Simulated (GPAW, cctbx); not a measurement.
# Reading charge transfer from structure factors

TlCu3, P6_3/mmc (no. 194), a = 5.6131 Å, b = 5.6131 Å, c = 4.4560 Å, α = 90.00°, β = 90.00°, γ = 120.00°.

```csv
atom,mult.,x,y,z
Tl1,2,2/3,1/3,1/4
Cu1,6,0.3043,0.1522,3/4
```

The cell comes from substitution in a known structure type and wasn't matched to any measured phase.

Absolute values of the static structure factors of the conventional cell from DFT (PBE, GPAW) against free spherical atoms, in electrons:

| hkl | d (Å) | free atoms | crystal |
| --- | --- | --- | --- |
| 100 | 4.861 | 32.37 | 32.33 |
| 101 | 3.285 | 91.11 | 91.15 |
| 110 | 2.807 | 96.37 | 96.44 |
| 200 | 2.430 | 135.33 | 134.82 |
| 002 | 2.228 | 268.50 | 267.33 |
| 201 | 2.134 | 225.57 | 224.59 |
| 102 | 2.025 | 29.56 | 29.73 |
| 210 | 1.837 | 68.52 | 68.46 |
| 112 | 1.745 | 86.47 | 86.66 |
| 211 | 1.699 | 59.06 | 59.30 |

**Question.** Which way does charge move, and which reflections show it best?

Project each element's phase sum on the total phase. At low angle |F| should rise if density moves to atoms that scatter in phase and fall if it moves to atoms that scatter against it.

| hkl | Tl in phase | Cu in phase | change (e) | (%) |
| --- | --- | --- | --- | --- |
| 100 | +1.0 | -1.6 | -0.05 | -0.1 |
| 101 | +1.7 | -1.4 | +0.04 | 0.0 |
| 110 | +2.0 | -1.9 | +0.07 | +0.1 |
| 200 | +1.0 | +2.9 | -0.51 | -0.4 |
| 002 | +2.0 | +6.0 | -1.17 | -0.4 |
| 201 | +1.7 | +5.0 | -0.98 | -0.4 |
| 102 | +1.0 | -1.6 | +0.17 | +0.6 |
| 210 | +1.0 | +0.3 | -0.06 | -0.1 |

Low-angle reflections that set elements apart and change by more than 0.05 e: 110, 102 and 210. The real-space density gives Voronoi charges Tl +0.06, Cu -0.02 e. The signs that these charges predict hold for 210 and fail for 110 and 102, so the simple rule can't give the direction here. The reflections see the density near the nuclei and the atoms' change of size and shape; Voronoi cells count what crosses the midplanes.

[Outputs are excerpts: Python notices, other lines and further rows are left out; steps that failed or that the build refused (PBEsol, TPSS) are not shown.]

[Logs are printed without paths, hosts, clocks, repeated set-up lines and the standing remarks that a program may print on its own settings, such as how far it seeks lower states.]
